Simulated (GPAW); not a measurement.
Some values are withheld and marked by numbers in brackets.

**Quasiparticle gap of NiO2 (R-3m) in GPAW**

Symmetry: R-3m, No. 166, trigonal system. The conventional cell has a = 2.804 Å, b = 2.804 Å, c = 20.923 Å, α = 90.00°, β = 90.00°, γ = 120.00°. Nearest to Ni lie 6 O at 1.88 Å. Nearest to O lie 3 Ni at 1.88 Å. Farther neighbours and most contacts between anions are not listed.

```
method                               : DFT, LDA, plane waves, PAW (and 1 further level or step)
program                              : GPAW 26.7.0
settings of one run                  : cutoff 600 eV, GPAW PAW setups 1.2.1 data release, 4×4×4 k-mesh, nbands 169
cost                                 : 4 runs, 5.3 min in all on 4 MPI ranks of Arm Neoverse V2, shared host (the runs of this entry)
notes                                : This run has no spin polarisation, although Ni can carry a moment. The cell and positions are those that the Materials Project relaxed with its own functionals (PBE, PBE+U or r2SCAN), kept fixed. Only 3 of the mesh’s irreducible points were corrected, so a valley elsewhere could overtake. Bands and cutoff are finite, so the gap is not at the basis limit. The miss can reach some tenths of an eV and take either sign; the mesh is an error of its own. The runs have no spin polarisation. For a closed low-spin shell that is the natural state; where a d or f shell is open it is a constraint, and the gap is then not the crystal’s own.
LDA gap                              : [1]
G0W0 gap on the mesh                 : 3.33 eV
G0W0 gap over the zone (rigid shift) : 3.25 eV
GW settings                          : 4×4×4 mesh, 74 bands, screening to 78 eV, Godby-Needs plasmon pole
known limits                         : not at the basis limit; no spin polarisation; d states lean on the start
```

Fill in the bracketed values.

[1] LDA gap (NiO2): 1.22 eV, indirect. A denser mesh or path gives a starting gap of 1.22 eV: the GW mesh misses a band edge, so its gaps are not the fundamental one.

[Paths, hosts, dates, memory and timing lines, banners, echoed tables and standing remarks are left out of the program output.]

[Logs are printed without paths, hosts, clocks, repeated set-up lines and the standing remarks that a program may print on its own settings, such as how far it seeks lower states.]

[Runs of the session that timed out or met a known fault of the program may be left out.]

[Hosts, paths, dates, database ids (printed as entryN), source tags and the programs' standing remarks are cut or masked in the printed files.]
